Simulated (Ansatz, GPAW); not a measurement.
# CN/Hf(0001): work function by functional and basis

Wanted: work functions and dipole of CN/Hf(0001), with the cost of each level.

Main program and level: GPAW 26.7.0 and Ansatz 0.2.0; Ansatz plane waves; slab in vacuum with a dipole correction, relaxation, in the first sound run; inputs show where later runs differ.

## Step 1: Starting point

The cell holds 6 atoms: 4 Hf, 1 C and 1 N. Cell: a = 3.200 Å, b = 3.200 Å, c = 24.473 Å, α = 90.0°, β = 90.0°, γ = 60.0°. Vacuum lies along c.

As a file:

```
Hf C N
1.0
     3.20000    0.00000    0.00000
     1.60000    2.77128    0.00000
     0.00000    0.00000   24.47265
Hf C N
4 1 1
Direct
  0.66667 0.66667 0.28603
  0.00000 0.00000 0.38946
  0.66667 0.66667 0.49289
  0.00000 0.00000 0.59632
  0.33333 0.33333 0.66575
  0.33333 0.33333 0.71397
```

## Step 2: Relaxing the atoms

The atoms are relaxed first, since the surface dipole, and with it the work function, follows the positions of the outer layers. The lowest 2 atoms are held at bulk positions and keep their forces.

The input, input.yaml:

```yaml
crystal:
  lattice:
    - [3.2, 0.0, 0.0]
    - [1.6, 2.7712812921, 0.0]
    - [0.0, 0.0, 24.4726487535]
  atoms:
    - { symbol: Hf, position: [0.6666666667, 0.6666666667, 0.2860336072] }
    - { symbol: Hf, position: [0.0, 0.0, 0.3894633595] }
    - { symbol: Hf, position: [0.6666666667, 0.6666666667, 0.4928931119] }
    - { symbol: Hf, position: [0.0, 0.0, 0.5963228642] }
    - { symbol: C, position: [0.3333333333, 0.3333333333, 0.665749299] }
    - { symbol: "N", position: [0.3333333333, 0.3333333333, 0.7139663928] }
kpoints:
  mp_grid: { grid: [11, 11, 1] }
hamiltonian:
  xc: pbe
scf:
  occupations: { method: fermi_dirac, width: 0.1 }
efield:
  axis: 3
  dipole_correction: true
  ramp_width: 0.05
relax:
  f_tol: 0.02
  max_steps: 60
  constraints: [{ sites: [0, 1] }]
output:
  write_potential: true
  write_density: true
  volumetric_format: npy
```

Run with:

```
> ansatz run input.yaml --threads 4 --pin off --max-ram 8192MiB --backend cpu --events-out ev --progress --plain --runs-dir out
```

Numbers of over 12 decimals in the logs are rounded to 6 here.

What it wrote:

```text
Engine: ansatz 0.2.0, aarch64-unknown-linux-gnu
Pseudopotentials: kind: paw
Pseudopotential: Hf, paw, valence charge 26, recommended cutoff 420 eV (normal), Hf.paw.azcp
Pseudopotential: C, paw, valence charge 4, recommended cutoff 420 eV (normal), C.paw.azcp
Pseudopotential: N, paw, valence charge 5, recommended cutoff 420 eV (normal), N.paw.azcp
Functional definition: PBE
  parameter kappa = 0.804
  parameter beta = 0.066725
  exchange = pbe_x(kappa = kappa, mu = beta*pi^2/3)
  correlation = pbe_c(beta = beta)
Crystal: 6 atoms, lattice volume = 217.026 Å³
Basis set: ecut = 420 eV, 4269 PW (Γ), exchange–correlation on 48×48×360 points (8 copies of the dense FFT grid, shifted against one another)
Bands: 68, of which v1, the nominal top of the filled ones, is band 57 counted from 1 (56 counted from 0)
Symmetry: 6 space group operations
Space group: P3m1 (ITA 156), of the structure as read, at distance tolerance 6.0e-5 Å
k-points: 16 of 121 (time reversal used)
Non-local potential: Hf, projectors of the file, l = 0: 3, l = 1: 2, l = 2: 2, l = 3: 3
Non-local potential: C, projectors of the file, l = 0: 2, l = 1: 2, l = 2: 1
Non-local potential: N, projectors of the file, l = 0: 2, l = 1: 2, l = 2: 1
PAW form: soft (Blöchl's): semilocal exchange-correlation on the pseudo side does not see the compensation charge
PAW one-centre angular grid: Hf, 590 points (default); XC on 64 Gauss nodes
PAW one-centre angular grid: C, 110 points (default); XC on 64 Gauss nodes
PAW one-centre angular grid: N, 110 points (default); XC on 64 Gauss nodes
Initial density: superposition of atomic densities (neutral atoms: chi_scale 0, normalization atom), corrected by the library's trained network
Initial wavefunctions: pseudopotential atomic-orbital guess
Functional: x = pbe(κ = 0.804, μ = 0.219515), c = pbe(β = 0.066725)
SCF iter   1: F=—  HF=-63518.454782 eV  |F-HF|=—  |Δ(HF+E_count)|=         —  Δρ=1.04e-2  dr2=9.47e0  ethr=1.77e-3  p=-0.118 e·Å  D=-9.84e-2 V/Å  ΔV_dip=2.41 eV  dr2_dipole=6.36e0  V_vac-E_F(+/−)=7.06/4.66 eV  ⟨swp⟩=6.2  Hψ=4176  notcnv=0
efield: sawtooth ramp at fractional position 0.9750 (placed from the atoms, in the widest stretch of the axis that holds none; the zero of the levels goes with the place), width 0.0500; the density the first Hamiltonian is built on has a dipole p = -0.118 e·Å; the dipole correction subtracts the counter field D = -9.84e-2 V/Å, which shifts the + side's vacuum level by +2.41 eV against the − side's; the planar-averaged density in the ramp window peaks in size at 8.6e-5 e/Å³
preconditioner: auto → LDOS  [metal: Δε(μ)=0.011 eV  Ē_g=16.552 eV  σ=0.100 eV  W_gap=0.03  n_scr=60 (ndim 8)  ℏωp=25.8 eV  f_vac=0.463  D(μ)=5.47/eV (n_scr^D=16)  β→1.0]
SCF iter   2: F=—  HF=-63518.338921 eV  |F-HF|=—  |Δ(HF+E_count)|=   1.16e-1  Δρ=5.14e-3  dr2=1.41e-1  ethr=1.77e-3  p=-0.173 e·Å  D=-1.44e-1 V/Å  ΔV_dip=3.53 eV  dr2_dipole=2.33e-2  V_vac-E_F(+/−)=7.79/4.26 eV  ⟨swp⟩=2.0  Hψ=1391  notcnv=0  defer=4
SCF iter   3: F=—  HF=-63518.341662 eV  |F-HF|=—  |Δ(HF+E_count)|=   2.74e-3  Δρ=5.46e-3  dr2=1.15e-1  ethr=1.25e-4  p=-0.162 e·Å  D=-1.35e-1 V/Å  ΔV_dip=3.30 eV  dr2_dipole=1.33e-3  V_vac-E_F(+/−)=7.65/4.34 eV  ⟨swp⟩=2.6  Hψ=1937  notcnv=0  defer=4
SCF iter   4: F=—  HF=-63518.324038 eV  |F-HF|=—  |Δ(HF+E_count)|=   1.76e-2  Δρ=8.26e-4  dr2=2.26e-3  ethr=1.02e-4  p=-0.168 e·Å  D=-1.40e-1 V/Å  ΔV_dip=3.42 eV  dr2_dipole=3.97e-5  V_vac-E_F(+/−)=7.76/4.34 eV  ⟨swp⟩=2.0  Hψ=1997  notcnv=0  defer=3
SCF iter   5: F=—  HF=-63518.323974 eV  |F-HF|=—  |Δ(HF+E_count)|=   6.41e-5  Δρ=2.48e-4  dr2=1.49e-4  ethr=2.00e-6  p=-0.167 e·Å  D=-1.40e-1 V/Å  ΔV_dip=3.42 eV  dr2_dipole=7.80e-6  V_vac-E_F(+/−)=7.76/4.34 eV  ⟨swp⟩=3.0  Hψ=1783  notcnv=0  defer=3
SCF iter   6: F=—  HF=-63518.324053 eV  |F-HF|=—  |Δ(HF+E_count)|=   7.98e-5  Δρ=8.19e-5  dr2=1.68e-5  ethr=1.32e-7  p=-0.167 e·Å  D=-1.39e-1 V/Å  ΔV_dip=3.41 eV  dr2_dipole=1.77e-7  V_vac-E_F(+/−)=7.76/4.35 eV  ⟨swp⟩=2.2  Hψ=1939  notcnv=0  defer=3
SCF iter   7: F=-63518.324062 eV  HF=-63518.324060 eV  |F-HF|=1.31e-6  |Δ(HF+E_count)|=   7.03e-6  Δρ=2.83e-5  dr2=2.77e-6  ethr=8.85e-9  p=-0.167 e·Å  D=-1.39e-1 V/Å  ΔV_dip=3.41 eV  dr2_dipole=3.34e-7  V_vac-E_F(+/−)=7.76/4.35 eV  ⟨swp⟩=13.2  Hψ=12688  notcnv=0
SCF 1 converged in 7 iterations: F = -63518.324062 eV  dr2 = 2.77e-6
  greatest PAW one-centre occupation: 0.999 electrons in one spin orbital (limit 2), on the Hf atom at site 0 (counted from 0), in its partial waves of l = 0
relax step   1: F+E_penalty+E_count = -63518.32406180 eV  Δ(F+E_penalty+E_count) = +0.000e0 eV  max|allowed force component| = 1.056e0 eV/Å  Δτ_max = 0.0000 Å  (7 SCF iters, dr2 threshold 1.00e-5 eV, accepted)
Initial density: handed on by an earlier stage of this run
Initial wavefunctions: those handed on with the density
SCF iter   1: F=—  HF=-63518.823430 eV  |F-HF|=—  |Δ(HF+E_count)|=         —  Δρ=2.91e-2  dr2=3.94e0  ethr=3.10e-3  p=-0.167 e·Å  D=-1.39e-1 V/Å  ΔV_dip=3.41 eV  dr2_dipole=6.63e-5  V_vac-E_F(+/−)=7.72/4.31 eV  ⟨swp⟩=4.9  Hψ=2945  notcnv=0  defer=2
efield: sawtooth ramp at fractional position 0.9750 (handed on by an earlier solve), width 0.0500; the density the first Hamiltonian is built on has a dipole p = -0.167 e·Å; the dipole correction subtracts the counter field D = -1.39e-1 V/Å, which shifts the + side's vacuum level by +3.41 eV against the − side's; the planar-averaged density in the ramp window peaks in size at 7.5e-6 e/Å³
preconditioner: auto → LDOS  [metal: Δε(μ)=0.038 eV  Ē_g=16.576 eV  σ=0.100 eV  W_gap=0.09  n_scr=60 (ndim 8)  ℏωp=25.8 eV  f_vac=0.466  D(μ)=4.72/eV (n_scr^D=14)  β→1.0]
SCF iter   2: F=—  HF=-63518.954871 eV  |F-HF|=—  |Δ(HF+E_count)|=   1.31e-1  Δρ=2.87e-2  dr2=3.26e0  ethr=3.10e-3  p=-0.126 e·Å  D=-1.05e-1 V/Å  ΔV_dip=2.57 eV  dr2_dipole=4.56e-3  V_vac-E_F(+/−)=6.92/4.34 eV  ⟨swp⟩=2.6  Hψ=2105  notcnv=0  defer=4
SCF iter   3: F=—  HF=-63518.470103 eV  |F-HF|=—  |Δ(HF+E_count)|=   4.85e-1  Δρ=3.73e-3  dr2=3.76e-2  ethr=2.89e-3  p=-0.142 e·Å  D=-1.18e-1 V/Å  ΔV_dip=2.89 eV  dr2_dipole=6.99e-3  V_vac-E_F(+/−)=7.24/4.35 eV  ⟨swp⟩=2.0  Hψ=2011  notcnv=0  defer=7
SCF iter   4: F=—  HF=-63518.465635 eV  |F-HF|=—  |Δ(HF+E_count)|=   4.47e-3  Δρ=9.62e-4  dr2=7.29e-3  ethr=3.32e-5  p=-0.143 e·Å  D=-1.20e-1 V/Å  ΔV_dip=2.93 eV  dr2_dipole=1.64e-3  V_vac-E_F(+/−)=7.28/4.36 eV  ⟨swp⟩=2.1  Hψ=2079  notcnv=0  defer=6
[...]
efield: sawtooth ramp at fractional position 0.9750 (handed on by an earlier solve), width 0.0500; the density the first Hamiltonian is built on has a dipole p = -0.143 e·Å; the dipole correction subtracts the counter field D = -1.19e-1 V/Å, which shifts the + side's vacuum level by +2.92 eV against the − side's; the planar-averaged density in the ramp window peaks in size at 8.8e-6 e/Å³
preconditioner: auto → LDOS  [metal: Δε(μ)=0.059 eV  Ē_g=16.536 eV  σ=0.100 eV  W_gap=0.14  n_scr=60 (ndim 8)  ℏωp=25.8 eV  f_vac=0.467  D(μ)=4.85/eV (n_scr^D=14)  β→1.0]
SCF iter   2: F=—  HF=-63518.489458 eV  |F-HF|=—  |Δ(HF+E_count)|=   2.18e-2  Δρ=2.69e-3  dr2=3.27e-2  ethr=4.20e-4  p=-0.147 e·Å  D=-1.23e-1 V/Å  ΔV_dip=3.01 eV  dr2_dipole=2.80e-7  V_vac-E_F(+/−)=7.37/4.36 eV  ⟨swp⟩=2.2  Hψ=1993  notcnv=0  defer=5
SCF iter   3: F=—  HF=-63518.489003 eV  |F-HF|=—  |Δ(HF+E_count)|=   4.54e-4  Δρ=1.98e-3  dr2=1.29e-2  ethr=2.89e-5  p=-0.148 e·Å  D=-1.23e-1 V/Å  ΔV_dip=3.02 eV  dr2_dipole=9.04e-5  V_vac-E_F(+/−)=7.38/4.36 eV  ⟨swp⟩=2.2  Hψ=1965  notcnv=0  defer=5
SCF iter   4: F=—  HF=-63518.486565 eV  |F-HF|=—  |Δ(HF+E_count)|=   2.44e-3  Δρ=3.31e-4  dr2=6.80e-4  ethr=1.15e-5  p=-0.147 e·Å  D=-1.22e-1 V/Å  ΔV_dip=3.00 eV  dr2_dipole=4.47e-5  V_vac-E_F(+/−)=7.36/4.36 eV  ⟨swp⟩=2.2  Hψ=1720  notcnv=0  defer=5
SCF iter   5: F=—  HF=-63518.486514 eV  |F-HF|=—  |Δ(HF+E_count)|=   5.12e-5  Δρ=9.64e-5  dr2=6.50e-5  ethr=6.02e-7  p=-0.147 e·Å  D=-1.23e-1 V/Å  ΔV_dip=3.00 eV  dr2_dipole=1.76e-5  V_vac-E_F(+/−)=7.36/4.36 eV  ⟨swp⟩=2.3  Hψ=1901  notcnv=0  defer=5
SCF iter   6: F=-63518.486518 eV  HF=-63518.486519 eV  |F-HF|=5.37e-7  |Δ(HF+E_count)|=   4.76e-6  Δρ=3.15e-5  dr2=2.20e-6  ethr=2.63e-8  p=-0.147 e·Å  D=-1.23e-1 V/Å  ΔV_dip=3.00 eV  dr2_dipole=2.93e-7  V_vac-E_F(+/−)=7.36/4.36 eV  ⟨swp⟩=13.3  Hψ=12549  notcnv=0
SCF 3 converged in 6 iterations: F = -63518.486518 eV  dr2 = 2.20e-6
relax step   3: F+E_penalty+E_count = -63518.48651805 eV  Δ(F+E_penalty+E_count) = -2.098e-2 eV  max|allowed force component| = 7.769e-2 eV/Å  Δτ_max = 0.0909 Å  (6 SCF iters, dr2 threshold 2.97e-5 eV, accepted)
[...]
relax step   4: F+E_penalty+E_count = -63518.48661181 eV  Δ(F+E_penalty+E_count) = -9.376e-5 eV  max|allowed force component| = 2.336e-2 eV/Å  Δτ_max = 0.0057 Å  (6 SCF iters, accepted)
SCF iter   1: F=—  HF=-63518.486776 eV  |F-HF|=—  |Δ(HF+E_count)|=         —  Δρ=3.33e-4  dr2=2.93e-4  ethr=3.14e-6  p=-0.147 e·Å  D=-1.23e-1 V/Å  ΔV_dip=3.00 eV  dr2_dipole=1.53e-5  V_vac-E_F(+/−)=7.36/4.36 eV  ⟨swp⟩=2.0  Hψ=1992  notcnv=0  defer=5
efield: sawtooth ramp at fractional position 0.9750 (handed on by an earlier solve), width 0.0500; the density the first Hamiltonian is built on has a dipole p = -0.147 e·Å; the dipole correction subtracts the counter field D = -1.23e-1 V/Å, which shifts the + side's vacuum level by +3.00 eV against the − side's; the planar-averaged density in the ramp window peaks in size at 8.5e-6 e/Å³
preconditioner: auto → LDOS  [metal: Δε(μ)=0.076 eV  Ē_g=16.537 eV  σ=0.100 eV  W_gap=0.18  n_scr=60 (ndim 8)  ℏωp=25.8 eV  f_vac=0.466  D(μ)=4.85/eV (n_scr^D=14)  β→1.0]
SCF iter   2: F=—  HF=-63518.486779 eV  |F-HF|=—  |Δ(HF+E_count)|=   3.16e-6  Δρ=2.25e-4  dr2=1.77e-4  ethr=2.59e-7  p=-0.147 e·Å  D=-1.23e-1 V/Å  ΔV_dip=3.00 eV  dr2_dipole=6.36e-7  V_vac-E_F(+/−)=7.36/4.36 eV  ⟨swp⟩=2.0  Hψ=1879  notcnv=0  defer=5
SCF iter   3: F=—  HF=-63518.486765 eV  |F-HF|=—  |Δ(HF+E_count)|=   1.39e-5  Δρ=8.92e-5  dr2=3.05e-5  ethr=1.56e-7  p=-0.147 e·Å  D=-1.23e-1 V/Å  ΔV_dip=3.00 eV  dr2_dipole=3.27e-7  V_vac-E_F(+/−)=7.36/4.36 eV  ⟨swp⟩=2.1  Hψ=1706  notcnv=0  defer=5
SCF iter   4: F=—  HF=-63518.486626 eV  |F-HF|=—  |Δ(HF+E_count)|=   1.39e-4  Δρ=1.34e-5  dr2=8.41e-7  ethr=2.70e-8  p=-0.147 e·Å  D=-1.23e-1 V/Å  ΔV_dip=3.00 eV  dr2_dipole=7.57e-8  V_vac-E_F(+/−)=7.36/4.36 eV  ⟨swp⟩=2.3  Hψ=1686  notcnv=0  defer=5
SCF iter   5: F=-63518.486626 eV  HF=-63518.486626 eV  |F-HF|=7.32e-9  |Δ(HF+E_count)|=   5.61e-8  Δρ=3.22e-6  dr2=2.81e-8  ethr=8.85e-11  p=-0.147 e·Å  D=-1.23e-1 V/Å  ΔV_dip=3.00 eV  dr2_dipole=1.02e-9  V_vac-E_F(+/−)=7.36/4.36 eV  ⟨swp⟩=9.9  Hψ=10254  notcnv=0
SCF 5 converged in 5 iterations: F = -63518.486626 eV  dr2 = 2.81e-8
relax step   5: F+E_penalty+E_count = -63518.48662637 eV  Δ(F+E_penalty+E_count) = -1.456e-5 eV  max|allowed force component| = 5.700e-3 eV/Å  Δτ_max = 0.0022 Å  (5 SCF iters, accepted)
NSCF: frozen V_eff on 16 k-points
the band table was solved once a step of the walk had ended and its energy, with any forces and stress, was formed, with the checks that follow a solve (4782 applications of the Hamiltonian). They found nothing against the state; the energy, forces and stress were not computed again (output.eigenvalues in the input reference)
WARN: The output density's exchange-correlation potential varies sharply where the density is thin. Do not read a vacuum level from v_tot or v_xc, or from such a field of the output density. On a cell that repeats whose density bears no net charge and no dipole along the vacuum's axis use v_es (v_loc + v_h of the components); under efield.dipole_correction with no amplitude use v_es + v_field, which holds any externa [...]
SCF converged after 5 iterations
Free energy (F): -63518.486626 eV
Harris-Foulkes:  -63518.486626 eV  (|F-HF|=7.32e-9)
Internal energy: -63518.327479 eV  (E = F + TS)
E sigma→0 (E₀):  -63518.407053 eV
Entropy (-TS):   -0.159147 eV (-26.525 meV/atom)
Fermi energy:    5.733955 eV
Dipole field:    D = -0.122664 V/Å  (p = -0.147119 e·Å, saw-weighted, corrected)
Work function:   Φ+ = 7.3611 eV   Φ− = 4.3591 eV
Levels:          The Fermi level and band energies are counted from a zero that moves with the ramp; work functions are not
--- Per-component energies (eV) ---
  E_band       = -1357.698147
  E_kinetic    = 1906.460689
  E_local      = -180987.433078  (includes V_loc(G=0)·N_el)
  E_nonlocal   = -4901.578884
  E_hartree    = 89083.838995
  E_xc         = -1303.918162
  E_vxc        = -1194.182257  (∫ρ·V_xc dr)
  E_paw        = -27936.474515  (= ΣΔE_a)
  E_vpaw       = 5664.329401  (= ΣTr[D̂ρ^β])
  E_aug_tail   = 0.000094  (compensation charges beyond the density's cutoff)
  E_efield     = 0.009023  (sawtooth field / dipole correction)
  E_vefield    = -12.981093  (∫n·V_field dr)
  E_ewald      = 60620.768357
  E_smearing   = -0.159147  (= −TS)
  E_closure    = -0.000000  (closes the sum)
  Σ components = -63518.486626   (vs F -63518.486626, Δ=0.00e0)
--- Forces (eV/Å), atoms counted from 1 ---
  atom   1  Hf     0.00000000     0.00000000     0.64401301
  atom   2  Hf    -0.00000000    -0.00000000    -0.64311409
  atom   3  Hf     0.00000000     0.00000000    -0.00034654
  atom   4  Hf     0.00000000    -0.00000000    -0.00009083
  atom   5  C      0.00000000    -0.00000000     0.00515205
  atom   6  N      0.00000000    -0.00000000    -0.00570038
  max |Σ_I F_I| component: 8.68e-5 eV/Å
--- Band table (eV; the first three rows and the last of 16) ---
  k-point 0: bands = [... 53 lower, 5.5894, 5.9920, 6.3484, 6.5947, 6.5947, 6.9087, 6.9087, 6.9159, ... 7 higher]
  k-point 1: bands = [... 53 lower, 5.4763, 5.8257, 6.2552, 6.4176, 6.5342, 6.7599, 6.8727, 7.1015, ... 7 higher]
  k-point 2: bands = [... 53 lower, 5.0701, 5.4331, 5.7179, 5.9855, 6.3533, 6.7039, 6.9749, 7.1518, ... 7 higher]
  k-point 15: bands = [... 53 lower, 4.3844, 4.7992, 4.8419, 5.5644, 5.6980, 5.9024, 5.9832, 6.2437, ... 7 higher]
--- Relaxed structure (5 steps of the walk, 5 accepted, 0 SCFs on fresh bases) ---
  F+E_penalty+E_count = -63518.48662637 eV   max|allowed force component| = 5.700e-3 eV/Å
  atoms:
    - { symbol: Hf, position: [0.666667, 0.666667, 0.286034] }
    - { symbol: Hf, position: [0.0, 0.0, 0.389463] }
    - { symbol: Hf, position: [0.666667, 0.666667, 0.496857] }
    - { symbol: Hf, position: [7.114319581731781e-19, 0, 0.597049] }
    - { symbol: C, position: [0.333333, 0.333333, 0.658115] }
    - { symbol: N, position: [0.333333, 0.333333, 0.706562] }
```

Run time: 29 s. Hardware: 4 threads of Arm Neoverse V1, shared host; peak memory 0.73 GiB.

This run has no spin polarisation although its electron count is odd.

Relaxation path:

```
step  energy less that of the first step (eV)  largest force component (eV/Å)
   1                                   0.0000                          1.0558
   2                                  -0.1415                          0.6892
   3                                  -0.1625                          0.0777
   4                                  -0.1626                          0.0234
   5                                  -0.1626                          0.0057
```

The run keeps the 6 symmetry operations that it works with, so distortions that break them were not tested.

The atoms that moved most (Å):

```
atom     dx     dy      dz  length
  C5  0.000  0.000  -0.187   0.187
  N6  0.000  0.000  -0.181   0.181
 Hf3  0.000  0.000   0.097   0.097
 Hf4  0.000  0.000   0.018   0.018
```

Final coordinates:

```cif
data_structure
_symmetry_space_group_name_H-M 'P 1'
_symmetry_Int_Tables_number 1
_cell_length_a 3.2000
_cell_length_b 3.2000
_cell_length_c 24.4726
_cell_angle_alpha 90.000
_cell_angle_beta 90.000
_cell_angle_gamma 60.000
_cell_volume 217.03
loop_
_atom_site_label
_atom_site_type_symbol
_atom_site_fract_x
_atom_site_fract_y
_atom_site_fract_z
_atom_site_occupancy
Hf1 Hf 0.66667 0.66667 0.28603 1
Hf2 Hf 0.00000 0.00000 0.38946 1
Hf3 Hf 0.66667 0.66667 0.49686 1
Hf4 Hf 0.00000 0.00000 0.59705 1
C5 C 0.33333 0.33333 0.65812 1
N6 N 0.33333 0.33333 0.70656 1
```

This step gave:

| Property | Result |
| --- | --- |
| free energy | -63518.4866 eV |
| smearing term TS | 0.1591 eV |
| symmetry operations | 6 |
| upper work function | 7.361 eV |
| lower work function | 4.359 eV |
| dipole along the normal | -0.1471 e·Å |
| dipole field | -0.1227 V/Å |
| vacuum level above | 13.10 eV |
| vacuum level below | 10.09 eV |

The electrostatic potential energy of an electron (with the applied field's), less the Fermi level, planar mean oscillates, so the rows of the table below give means over windows of 1 Å about each position, cut where the curve ends. Its maxima inside the range that stand out by 2 % of the span (Å: eV): 8.3: -0.429, 10.9: -0.123, 13.3: -1.03, 15.6: -5.47, 16.7: -0.278, 22.4: 7.36. Its minima: 6.9: -13.8, 9.5: -13.6, 12.1: -13.5, 14.7: -13.6, 16.0: -7.57, 17.3: -4.26.

The electrostatic potential energy of an electron (with the applied field's), less the Fermi level, planar mean by z; means over each step:

```
z (Å)  electrostatic potential energy of an electron (with the applied field's), less the Fermi level, planar mean (eV)
    0                                                                                                              5.24
    1                                                                                                              4.39
    2                                                                                                              4.36
    3                                                                                                              4.35
    4                                                                                                              4.25
    5                                                                                                              3.40
    6                                                                                                             -2.81
    7                                                                                                             -12.6
    8                                                                                                             -3.24
    9                                                                                                             -8.52
   10                                                                                                             -9.39
   11                                                                                                             -1.98
   12                                                                                                             -11.9
   13                                                                                                             -4.95
   14                                                                                                             -7.69
   15                                                                                                             -10.9
   16                                                                                                             -5.91
   17                                                                                                             -2.37
   18                                                                                                              4.10
   19                                                                                                              7.28
   20                                                                                                              7.36
   21                                                                                                              7.36
   22                                                                                                              7.36
   23                                                                                                              7.36
   24                                                                                                              7.02
```

[end of part 1 of 4]

[Logs are printed without paths, hosts, clocks, repeated set-up lines and the standing remarks that a program may print on its own settings, such as how far it seeks lower states.]

[Hosts, paths, dates, database ids (printed as entryN), source tags and the programs' standing remarks are cut or masked in the printed files.]
